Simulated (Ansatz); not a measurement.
# WS2 monolayer (2H) under biaxial strain in the plane of the sheet

Aim: how do the optical modes of WS2 monolayer (2H) shift and split under this strain?

Program: Ansatz 0.2.0. Level of theory: DFT PBEsol, scalar-relativistic, plane waves, PAW; PAW set soft_1. Results are calculated unless marked as measured.

## (1) Set-up

The cell holds 3 atoms: 1 W and 2 S. Its edges and angles: a = 3.170 Å, b = 3.170 Å, c = 30.000 Å, α = 90.0°, β = 90.0°, γ = 120.0°. Vacuum lies along c. The height across the vacuum is the one that the program set for its solve, not the one typed.

## (2) Relaxation

The cell and atoms are relaxed, since residual forces and stress would shift the frequencies. The program lengthens the typed cell of 20.0 Å along the normal to 30.0 Å, as its cut-off of the electrostatics needs, and moves no atom.

input.yaml reads:

```yaml
crystal:
  lattice:
    - [3.17, 0.0, 0.0]
    - [-1.585, 2.7453, 0.0]
    - [0.0, 0.0, 20.0]
  atoms:
    - { symbol: W, position: [0.333333, 0.666667, 0.5] }
    - { symbol: S, position: [0.666667, 0.333333, 0.5775] }
    - { symbol: S, position: [0.666667, 0.333333, 0.4225] }
  periodic: [true, true, false]
kpoints:
  mp_grid: { grid: [12, 12, 1] }
hamiltonian:
  xc: pbesol
  pseudopotentials: { kind: paw, azcp: { folder: soft_1 }, xc_functional: pbe }
scf:
  occupations: { method: gaussian, width: 0.02 }
output:
  forces: true
  stress: true
  eigenvalues: true
relax:
  adjacent_minimum: "off"
  f_tol: 0.005
  max_steps: 80
  cell: { stress_2d_tol: 0.02 }
```

On the command line:

```sh
> ansatz run input.yaml --threads 4 --pin off --max-ram 16384MiB --backend cpu --events-out ev --progress --plain --runs-dir out
```

Numbers of over 12 decimals in the logs are rounded to 6 here.

What it wrote:

```text
Warning: crystal.periodic: the lattice vector that does not repeat stood 0.000° off the slab's normal, 20.000 Å along it as the deck builds it. The run solves the slab on a vector along the normal, 30.000 Å long, with every atom where it was (on the deck's vector they left 16.90 Å outside them, and the widest stretch free of ions among them is 1.55 Å). A fractional position that the run reports is one of the run's ce [...]
Warning: the atoms were moved onto the symmetric positions of the space group found under crystal.symmetry.tolerance 1.0e-5 (fractional; no operation is sought that the atoms, as they stand in a round, miss by more than twice it, and no atom is moved by as much as it), and the run uses the moved positions. Before a round's move an operation carried an atom to 4.23e-6 Å from where it should land, the largest such dist [...]
crystal.periodic: the lattice vector that does not repeat stood 0.000° off the slab's normal, 20.000 Å along it as the deck builds it. The run solves the slab on a vector along the normal, 30.000 Å long, with every atom where it was (on the deck's vector they left 16.90 Å outside them, and the widest stretch free of ions among them is 1.55 Å). A fractional position that the run reports is one of the run's cell, which [...]
Engine: ansatz 0.2.0, aarch64-unknown-linux-gnu
Pseudopotentials: kind: paw
Pseudopotential: W, paw, valence charge 14, recommended cutoff 420 eV (normal), soft_1/W.paw.azcp
Pseudopotential: S, paw, valence charge 6, recommended cutoff 420 eV (normal), soft_1/S.paw.azcp
Functional definition: PBEsol
  exchange = pbesol_x
  correlation = pbesol_c
Crystal: 3 atoms, lattice volume = 261.078 Å³
Basis set: ecut = 420 eV, 5057 PW (Γ), exchange–correlation on 48×48×432 points (8 copies of the dense FFT grid, shifted against one another)
Bands: 17, of which v1, the nominal top of the filled ones, is band 13 counted from 1 (12 counted from 0)
Symmetry: 12 space group operations
Space group: P-6m2 (ITA 187), of the structure as read, at distance tolerance 6.4e-5 Å
k-points: 19 of 144 (time reversal used)
Non-local potential: W, projectors of the file, l = 0: 3, l = 1: 2, l = 2: 2, l = 3: 1
Non-local potential: S, projectors of the file, l = 0: 2, l = 1: 2, l = 2: 1
PAW form: soft (Blöchl's): semilocal exchange-correlation on the pseudo side does not see the compensation charge
PAW frozen core: W, regenerated for the run's functional, and the local potential with it (the file was generated under x = pbe(κ = 0.804, μ = 0.219515), c = pbe(β = 0.066725))
PAW frozen core: S, regenerated for the run's functional, and the local potential with it (the file was generated under x = pbe(κ = 0.804, μ = 0.219515), c = pbe(β = 0.066725))
PAW one-centre angular grid: W, 590 points (default); XC on 64 Gauss nodes
PAW one-centre angular grid: S, 110 points (default); XC on 64 Gauss nodes
Initial density: superposition of atomic densities (neutral atoms: chi_scale 0, normalization atom)
Initial wavefunctions: pseudopotential atomic-orbital guess
Functional: x = pbesol(κ = 0.804, μ = 0.123457), c = pbesol(β = 0.046)
SCF iter   1: F=—  HF=-12030.494243 eV  |F-HF|=—  |Δ(HF+E_count)|=         —  Δρ=2.06e-2  dr2=1.27e0  ethr=3.10e-3  ⟨swp⟩=19.1  Hψ=3919  notcnv=0
preconditioner: auto → none  [insulator: Δε(μ)=1.611 eV  Ē_g=9.109 eV  σ=0.020 eV  W_gap=1.00  n_scr=16 (ndim 8)  ℏωp=9.8 eV  f_vac=0.761  D(μ)=0.00/eV (n_scr^D=0)  ε∞_Penn≈2.1]
SCF iter   2: F=—  HF=-12030.089995 eV  |F-HF|=—  |Δ(HF+E_count)|=   4.04e-1  Δρ=8.16e-3  dr2=9.95e-2  ethr=3.10e-3  ⟨swp⟩=4.7  Hψ=1008  notcnv=0
SCF iter   3: F=—  HF=-12030.071982 eV  |F-HF|=—  |Δ(HF+E_count)|=   1.80e-2  Δρ=4.15e-3  dr2=5.23e-2  ethr=3.83e-4  ⟨swp⟩=3.4  Hψ=784  notcnv=0
SCF iter   4: F=—  HF=-12030.085055 eV  |F-HF|=—  |Δ(HF+E_count)|=   1.31e-2  Δρ=3.65e-3  dr2=1.35e-1  ethr=2.01e-4  ⟨swp⟩=4.8  Hψ=871  notcnv=0  recentre
SCF iter   5: F=—  HF=-12030.063014 eV  |F-HF|=—  |Δ(HF+E_count)|=   2.20e-2  Δρ=9.83e-4  dr2=2.47e-3  ethr=2.01e-4  ⟨swp⟩=4.5  Hψ=812  notcnv=0
SCF iter   6: F=—  HF=-12030.062888 eV  |F-HF|=—  |Δ(HF+E_count)|=   1.26e-4  Δρ=1.90e-4  dr2=2.12e-4  ethr=9.49e-6  ⟨swp⟩=3.5  Hψ=734  notcnv=0
SCF iter   7: F=—  HF=-12030.062859 eV  |F-HF|=—  |Δ(HF+E_count)|=   2.88e-5  Δρ=5.66e-5  dr2=1.39e-5  ethr=8.16e-7  ⟨swp⟩=2.9  Hψ=623  notcnv=0
SCF iter   8: F=—  HF=-12030.062859 eV  |F-HF|=—  |Δ(HF+E_count)|=   7.18e-8  Δρ=6.84e-6  dr2=1.06e-7  ethr=3.85e-10  ⟨swp⟩=12.5  Hψ=2970  notcnv=0
SCF iter   9: F=-12030.062859 eV  HF=-12030.062859 eV  |F-HF|=1.57e-8  |Δ(HF+E_count)|=   2.03e-8  Δρ=2.27e-6  dr2=2.03e-8  ethr=3.85e-10  ⟨swp⟩=5.9  Hψ=1309  notcnv=0
SCF 1 converged in 9 iterations: F = -12030.062859 eV  dr2 = 2.03e-8
  greatest PAW one-centre occupation: 0.999 electrons in one spin orbital (limit 2), on the W atom at site 0 (counted from 0), in its partial waves of l = 0
relax step   1: F+E_penalty+E_count = -12030.06285940 eV  Δ(F+E_penalty+E_count) = +0.000e0 eV  max|allowed force component| = 1.663e-1 eV/Å  Δτ_max = 0.0000 Å  P = -1.036 N/m  Ω = 261.078 Å³  fix = [c, alpha, beta]  reactions: c -0.000 N/m  (9 SCF iters, dr2 threshold 1.00e-7 eV, accepted)
Crystal: 3 atoms, lattice volume = 254.493 Å³
Basis set: ecut = 420 eV, 4925 PW (Γ), exchange–correlation on 48×48×432 points (8 copies of the dense FFT grid, shifted against one another)
Initial density: handed on by an earlier stage of this run
Initial wavefunctions: those handed on with the density
iter 1 solved again at ethr=1.94e-5 eV; its pass at ethr=3.10e-3 eV (dr2=5.03e-3 eV) is discarded
SCF iter   1: F=—  HF=-12030.066986 eV  |F-HF|=—  |Δ(HF+E_count)|=         —  Δρ=1.23e-3  dr2=5.34e-3  ethr=1.94e-5  ⟨swp⟩=4.4  Hψ=3888  notcnv=0
preconditioner: auto → none  [insulator: Δε(μ)=1.969 eV  Ē_g=8.855 eV  σ=0.020 eV  W_gap=1.00  n_scr=16 (ndim 8)  ℏωp=9.9 eV  f_vac=0.764  D(μ)=0.00/eV (n_scr^D=0)  ε∞_Penn≈2.2]
SCF iter   2: F=—  HF=-12030.066424 eV  |F-HF|=—  |Δ(HF+E_count)|=   5.62e-4  Δρ=9.06e-4  dr2=6.14e-3  ethr=1.94e-5  ⟨swp⟩=3.6  Hψ=732  notcnv=0
SCF iter   3: F=—  HF=-12030.065824 eV  |F-HF|=—  |Δ(HF+E_count)|=   6.00e-4  Δρ=5.51e-4  dr2=2.20e-3  ethr=1.94e-5  ⟨swp⟩=3.8  Hψ=745  notcnv=0
SCF iter   4: F=—  HF=-12030.065505 eV  |F-HF|=—  |Δ(HF+E_count)|=   3.19e-4  Δρ=2.79e-4  dr2=4.61e-4  ethr=8.47e-6  ⟨swp⟩=1.5  Hψ=363  notcnv=0
SCF iter   5: F=—  HF=-12030.065473 eV  |F-HF|=—  |Δ(HF+E_count)|=   3.24e-5  Δρ=6.57e-5  dr2=8.50e-6  ethr=1.77e-6  ⟨swp⟩=2.9  Hψ=544  notcnv=0
SCF iter   6: F=—  HF=-12030.065467 eV  |F-HF|=—  |Δ(HF+E_count)|=   5.80e-6  Δρ=1.94e-5  dr2=1.05e-6  ethr=3.27e-8  ⟨swp⟩=3.6  Hψ=758  notcnv=0
SCF iter   7: F=-12030.065467 eV  HF=-12030.065467 eV  |F-HF|=1.02e-7  |Δ(HF+E_count)|=   5.96e-8  Δρ=6.80e-6  dr2=1.39e-7  ethr=1.15e-9  ⟨swp⟩=11.5  Hψ=2119  notcnv=0
SCF 2 converged in 7 iterations: F = -12030.065467 eV  dr2 = 1.39e-7
relax step   2: F+E_penalty+E_count = -12030.06546658 eV  Δ(F+E_penalty+E_count) = -2.607e-3 eV  max|allowed force component| = 2.153e-1 eV/Å  Δτ_max = 0.0334 Å  P = +0.504 N/m  Ω = 254.493 Å³  energy of the carried Pulay correction = +4.425e-4 eV  fix = [c, alpha, beta]  reactions: c +0.000 N/m  (7 SCF iters, dr2 threshold 3.00e-7 eV, accepted)
Crystal: 3 atoms, lattice volume = 257.223 Å³
Basis set: ecut = 420 eV, 4961 PW (Γ), exchange–correlation on 48×48×432 points (8 copies of the dense FFT grid, shifted against one another)
iter 1 solved again at ethr=4.12e-6 eV; its pass at ethr=3.10e-3 eV (dr2=1.07e-3 eV) is discarded
SCF iter   1: F=—  HF=-12030.070514 eV  |F-HF|=—  |Δ(HF+E_count)|=         —  Δρ=5.88e-4  dr2=9.47e-4  ethr=4.12e-6  ⟨swp⟩=4.5  Hψ=3743  notcnv=0
preconditioner: auto → none  [insulator: Δε(μ)=1.930 eV  Ē_g=8.848 eV  σ=0.020 eV  W_gap=1.00  n_scr=16 (ndim 8)  ℏωp=9.8 eV  f_vac=0.766  D(μ)=0.00/eV (n_scr^D=0)  ε∞_Penn≈2.2]
SCF iter   2: F=—  HF=-12030.070285 eV  |F-HF|=—  |Δ(HF+E_count)|=   2.29e-4  Δρ=2.97e-4  dr2=4.03e-4  ethr=3.64e-6  ⟨swp⟩=3.0  Hψ=545  notcnv=0
SCF iter   3: F=—  HF=-12030.070323 eV  |F-HF|=—  |Δ(HF+E_count)|=   3.80e-5  Δρ=2.69e-4  dr2=6.62e-4  ethr=1.55e-6  ⟨swp⟩=3.5  Hψ=657  notcnv=0
SCF iter   4: F=—  HF=-12030.070218 eV  |F-HF|=—  |Δ(HF+E_count)|=   1.05e-4  Δρ=9.07e-5  dr2=1.10e-5  ethr=1.55e-6  ⟨swp⟩=2.4  Hψ=476  notcnv=0
SCF iter   5: F=—  HF=-12030.070217 eV  |F-HF|=—  |Δ(HF+E_count)|=   6.46e-7  Δρ=2.01e-5  dr2=8.62e-7  ethr=4.23e-8  ⟨swp⟩=4.1  Hψ=848  notcnv=0
SCF iter   6: F=-12030.070217 eV  HF=-12030.070217 eV  |F-HF|=5.99e-8  |Δ(HF+E_count)|=   7.91e-8  Δρ=3.70e-6  dr2=7.13e-8  ethr=1.15e-9  ⟨swp⟩=11.7  Hψ=2176  notcnv=0
SCF 3 converged in 6 iterations: F = -12030.070217 eV  dr2 = 7.13e-8
relax step   3: F+E_penalty+E_count = -12030.07021688 eV  Δ(F+E_penalty+E_count) = -4.750e-3 eV  max|allowed force component| = 9.969e-3 eV/Å  Δτ_max = 0.0163 Å  P = -0.058 N/m  Ω = 257.223 Å³  energy of the carried Pulay correction = +2.577e-4 eV  fix = [c, alpha, beta]  reactions: c -0.000 N/m  (6 SCF iters, dr2 threshold 3.00e-7 eV, accepted)
[...]
relax step   4: F+E_penalty+E_count = -12030.07023149 eV  Δ(F+E_penalty+E_count) = -1.462e-5 eV  max|allowed force component| = 1.149e-3 eV/Å  Δτ_max = 0.0002 Å  P = -0.007 N/m  Ω = 257.135 Å³  energy of the carried Pulay correction = +2.636e-4 eV  fix = [c, alpha, beta]  reactions: c -0.000 N/m  (5 SCF iters, dr2 threshold 6.21e-9 eV, accepted)
Initial wavefunctions: pseudopotential atomic-orbital guess (no wavefunctions were taken with the density)
iter 1 solved again at ethr=4.18e-7 eV; its pass at ethr=3.10e-3 eV (dr2=1.09e-4 eV) is discarded
SCF iter   1: F=—  HF=-12030.069992 eV  |F-HF|=—  |Δ(HF+E_count)|=         —  Δρ=1.16e-5  dr2=5.29e-8  ethr=4.18e-7  ⟨swp⟩=6.6  Hψ=5452  notcnv=0
eigensolver tolerance schedule: the retry pair's looser diagonalisation over-reported the residual by 2055.40 of it (diagonalisation noise at 0.38 of the residual, at the tolerance the schedule requests for it); recorded, not acted on — ethr = c·dr2/N_el stays at c = 1.0e-1
preconditioner: auto → none  [insulator: Δε(μ)=1.937 eV  Ē_g=8.854 eV  σ=0.020 eV  W_gap=1.00  n_scr=16 (ndim 8)  ℏωp=9.8 eV  f_vac=0.766  D(μ)=0.00/eV (n_scr^D=0)  ε∞_Penn≈2.2]
SCF iter   2: F=—  HF=-12030.069988 eV  |F-HF|=—  |Δ(HF+E_count)|=   3.54e-6  Δρ=5.85e-6  dr2=3.62e-8  ethr=2.03e-10  ⟨swp⟩=5.9  Hψ=1191  notcnv=0
SCF iter   3: F=—  HF=-12030.069988 eV  |F-HF|=—  |Δ(HF+E_count)|=   2.07e-8  Δρ=3.96e-6  dr2=8.95e-8  ethr=1.39e-10  ⟨swp⟩=3.9  Hψ=731  notcnv=0  recentre
SCF iter   4: F=—  HF=-12030.069988 eV  |F-HF|=—  |Δ(HF+E_count)|=   1.06e-8  Δρ=1.18e-6  dr2=1.48e-9  ethr=1.39e-10  ⟨swp⟩=3.3  Hψ=565  notcnv=0
SCF iter   5: F=—  HF=-12030.069988 eV  |F-HF|=—  |Δ(HF+E_count)|=  5.91e-10  Δρ=2.69e-7  dr2=1.28e-10  ethr=5.68e-12  ⟨swp⟩=3.6  Hψ=757  notcnv=0
SCF iter   6: F=—  HF=-12030.069988 eV  |F-HF|=—  |Δ(HF+E_count)|=  2.91e-11  Δρ=8.46e-8  dr2=3.38e-11  ethr=1.00e-12  ⟨swp⟩=3.3  Hψ=637  notcnv=0
SCF iter   7: F=—  HF=-12030.069988 eV  |F-HF|=—  |Δ(HF+E_count)|=  1.27e-11  Δρ=4.04e-8  dr2=1.03e-11  ethr=1.00e-12  ⟨swp⟩=1.3  Hψ=355  notcnv=0
SCF iter   8: F=-12030.069988 eV  HF=-12030.069988 eV  |F-HF|=1.46e-11  |Δ(HF+E_count)|=  1.64e-11  Δρ=1.17e-8  dr2=3.13e-13  ethr=1.00e-12  ⟨swp⟩=10.6  Hψ=2472  notcnv=0
SCF 5 converged in 8 iterations: F = -12030.069988 eV  dr2 = 3.13e-13
relax step   5: F+E_penalty+E_count = -12030.06998811 eV  Δ(F+E_penalty+E_count) = +2.434e-4 eV  max|allowed force component| = 1.041e-3 eV/Å  Δτ_max = 0.0000 Å  P = -0.010 N/m  Ω = 257.135 Å³  fix = [c, alpha, beta]  reactions: c -0.000 N/m  stress off target by 9.80e-3 N/m on what of the cell is left free  SCF on the basis re-selected at this cell (its energy is not comparable with the rows above)  (8 SCF iters)
basis re-selected at this cell: Δ(F+E_penalty+E_count) = +2.434e-4 eV, ΔP = -0.002 N/m vs the last step (what re-selecting the basis moved, of the pressure what is left beyond the Pulay correction that the steps carried, after the strain that the cell walked since its last selection, with what the two solves' SCF thresholds leave and, on support functions, any second-order correction that the steps lacked; it is no m [...]
SCF converged after 8 iterations
Free energy (F): -12030.069988 eV
Harris-Foulkes:  -12030.069988 eV  (|F-HF|=1.46e-11)
Internal energy: -12030.069988 eV  (E = F + TS)
E sigma→0 (E₀):  -12030.069988 eV
Fermi energy:    -4.770376 eV
--- Per-component energies (eV) ---
  E_band       = -623.223935
  E_kinetic    = 634.938616
  E_local      = -44839.154740  (includes V_loc(G=0)·N_el)
  E_nonlocal   = 46.825631
  E_hartree    = 22057.526493
  E_xc         = -442.731149
  E_vxc        = -397.333862  (∫ρ·V_xc dr)
  E_paw        = -9635.711887  (= ΣΔE_a)
  E_vpaw       = -183.552673  (= ΣTr[D̂ρ^β])
  E_aug_tail   = 0.000155  (compensation charges beyond the density's cutoff)
  E_ewald      = 20147.891137
  E_core_change = 0.345757  (= ΣΔE_core)
  E_smearing   = -0.000000  (= −TS)
  E_closure    = 0.000000  (closes the sum)
  Σ components = -12030.069988   (vs F -12030.069988, Δ=0.00e0)
--- Forces (eV/Å), atoms counted from 1 ---
  atom   1  W      0.00000000     0.00000000    -0.00000000
  atom   2  S      0.00000000     0.00000000    -0.00104145
  atom   3  S      0.00000000     0.00000000     0.00104145
  max |Σ_I F_I| component: 2.78e-17 eV/Å
--- 2D stress c σ (N/m, compression-positive) ---
       -0.009799       0.000000      -0.000000
       -0.000000      -0.009799       0.000000
       -0.000000       0.000000      -0.000000
  P = ½ c Tr σ = -0.0098 N/m
--- Band table (eV; the first three rows and the last of 19) ---
  k-point 0: bands = [... 9 lower, -7.9205, -7.3088, -7.3088, -5.8637, -2.7486, -2.7486, -2.5713, -2.5713]
  k-point 1: bands = [... 9 lower, -8.3142, -7.4982, -7.1241, -5.9127, -2.8842, -2.8596, -2.6820, -2.5247]
  k-point 2: bands = [... 9 lower, -8.1451, -7.9377, -7.1266, -6.1593, -3.3431, -2.9197, -2.8546, -2.0146]
  k-point 18: bands = [... 9 lower, -9.6374, -9.0469, -8.1387, -5.7387, -3.8021, -2.4333, -1.5719, 0.0297]
--- Relaxed structure (4 steps of the walk, 4 accepted, 1 SCFs on fresh bases) ---
  F+E_penalty+E_count = -12030.06998811 eV   max|allowed force component| = 1.041e-3 eV/Å   (the final SCF, on the basis selected at the relaxed cell)
  cell:  # Å, volume = 257.1353 Å³
    - [3.145973, 0.0, 0]
    - [-1.572986, 2.724492, 0]
    - [0, 0, 30.0]
  atoms:
    - { symbol: W, position: [0.333333, 0.666667, 0.333333] }
    - { symbol: S, position: [0.666667, 0.333333, 0.385562] }
    - { symbol: S, position: [0.666667, 0.333333, 0.281104] }
```

It took 14 s on 4 threads of Arm Neoverse V2, shared host; peak memory 0.53 GiB; 52 s of CPU time.

The steps of the relaxation:

```csv
step,energy less that of the first step (eV),largest force component (eV/Å),volume (Å³)
1,0.0000,0.1663,261.08
2,-0.0026,0.2153,254.49
3,-0.0074,0.0100,257.22
4,-0.0074,0.0011,257.14
5*,-0.0071,0.0010,257.14
```

Relaxation steps marked * repeat the geometry before them on a plane-wave basis chosen anew for their cell, so energy and pressure can jump there.

The run keeps the 12 symmetry operations that it works with, so distortions that break them were not tested.

| cell as run | before | after | change |
| --- | --- | --- | --- |
| a (Å) | 3.170 | 3.146 | -0.8 % |
| b (Å) | 3.170 | 3.146 | -0.8 % |

The atoms that moved most (Å, along periodic axes as changes of fractional coordinates times the final cell, across vacuum about the mean position):

```csv
atom,dx,dy,dz,length
S2,0.000,0.000,0.017,0.017
S3,0.000,0.000,-0.017,0.017
```

The relaxed structure:

```xyz
3
Lattice="3.1460 0.0000 0.0000 -1.5730 2.7245 0.0000 0.0000 0.0000 30.0000" Properties=species:S:1:pos:R:3
W     0.0000    1.8163   10.0000
S     1.5730    0.9082   11.5669
S     1.5730    0.9082    8.4331
```

This step gave:

- gap on the k-mesh: 1.937 eV
- area per atom: 2.857 Å²

The relaxation ends with a largest force component of 0.0010 eV/Å.

(Continued in part 2 of 3.)

[Logs are printed without paths, hosts, clocks, repeated set-up lines and the standing remarks that a program may print on its own settings, such as how far it seeks lower states.]

[Hosts, paths, dates, database ids (printed as entryN), source tags and the programs' standing remarks are cut or masked in the printed files.]
